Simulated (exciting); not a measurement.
Consider CdF2, space group Fm-3m.

```xyz
3
Lattice="0.0000 2.6940 2.6940 2.6940 0.0000 2.6940 2.6940 2.6940 0.0000" Properties=species:S:1:pos:R:3 pbc="T T T"
Cd    0.0000    0.0000    0.0000
F     4.0410    4.0410    4.0410
F     1.3470    1.3470    1.3470
```

Absorber: atom 1, with 8 F at 2.33 Å (cubic, site symmetry m-3m). Method: exciting, all-electron LAPW+lo, LDA, exchange and screened direct term (singlet BSE), 4×4×4 shifted k points, 16 conduction bands, |G+q| up to 3 bohr⁻¹ (2 in the exchange term), full RPA screening with nempty = 37, Lorentzian half width 1.25 eV.

Q: Predict the Cd L₃ near-edge structure at this level.

Bound core exciton? Yes on this mesh: the first bright state (over 5 % of the brightest) lies at -0.92 eV from the Kohn–Sham onset and at -1.38 eV from the lowest bare transition of its own mesh. Maxima (height): 15.8 eV (1.00) and 23.8 eV (0.70).

Energy from the Kohn–Sham onset, core level to the lowest empty state found on the meshes used; Im ε in relative units:

| E (eV) | Im ε |
| --- | --- |
| -4.5 | 0.03 |
| -4.0 | 0.03 |
| -3.5 | 0.03 |
| -3.0 | 0.04 |
| -2.5 | 0.05 |
| -2.0 | 0.07 |
| -1.5 | 0.09 |
| -1.0 | 0.11 |
| -0.5 | 0.12 |
| 0.0 | 0.12 |
| 0.5 | 0.11 |
| 1.0 | 0.11 |
| 1.5 | 0.10 |
| 2.0 | 0.10 |
| 2.5 | 0.10 |
| 3.0 | 0.10 |
| 3.5 | 0.11 |
| 4.0 | 0.12 |
| 4.5 | 0.14 |
| 5.0 | 0.17 |
| 5.5 | 0.21 |
| 6.0 | 0.23 |
| 6.5 | 0.23 |
| 7.0 | 0.24 |
| 7.5 | 0.26 |
| 8.0 | 0.28 |
| 8.5 | 0.31 |
| 9.0 | 0.34 |
| 9.5 | 0.38 |
| 10.0 | 0.42 |
| 10.5 | 0.47 |
| 11.0 | 0.50 |
| 11.5 | 0.52 |
| 12.0 | 0.53 |
| 12.5 | 0.55 |
| 13.0 | 0.60 |
| 13.5 | 0.65 |
| 14.0 | 0.71 |
| 14.5 | 0.79 |
| 15.0 | 0.89 |
| 15.5 | 0.98 |
| 16.0 | 0.99 |
| 16.5 | 0.93 |
| 17.0 | 0.86 |
| 17.5 | 0.78 |
| 18.0 | 0.71 |
| 18.5 | 0.64 |
| 19.0 | 0.59 |
| 19.5 | 0.56 |
| 20.0 | 0.54 |
| 20.5 | 0.53 |
| 21.0 | 0.54 |
| 21.5 | 0.55 |
| 22.0 | 0.57 |
| 22.5 | 0.60 |
| 23.0 | 0.65 |
| 23.5 | 0.69 |
| 24.0 | 0.70 |
| 24.5 | 0.67 |

A mesh of 64 points doesn't converge binding energies, and fine structure above the first lines is partly noise of the mesh. The kernel cutoff is low for a compact core orbital, so the effect of exchange is a lower bound. The zero comes from the unshifted 5×5×5 ground-state mesh; it is exact only where the band minimum lies on that mesh. The conduction states carry no spin here, so the exchange coupling to the spinor core hole is only partly held. This core level is treated alone, with no coupling to its spin–orbit partner. The Kohn–Sham onset, 3464 eV, is no photon energy (tabulated edge of the element: 3538 eV): the scale needs a rigid shift. Bands and screening come from semilocal DFT, whose small gap overscreens. Vibrations and energy-dependent lifetimes are left out. The structure is a published determination, not relaxed.

[Banner, clock and machine lines of the logs are left out without a mark of their own.]

[Logs are printed without paths, hosts, clocks, repeated set-up lines and the standing remarks that a program may print on its own settings, such as how far it seeks lower states.]

[Hosts, paths, dates, database ids (printed as entryN), source tags and the programs' standing remarks are cut or masked in the printed files.]
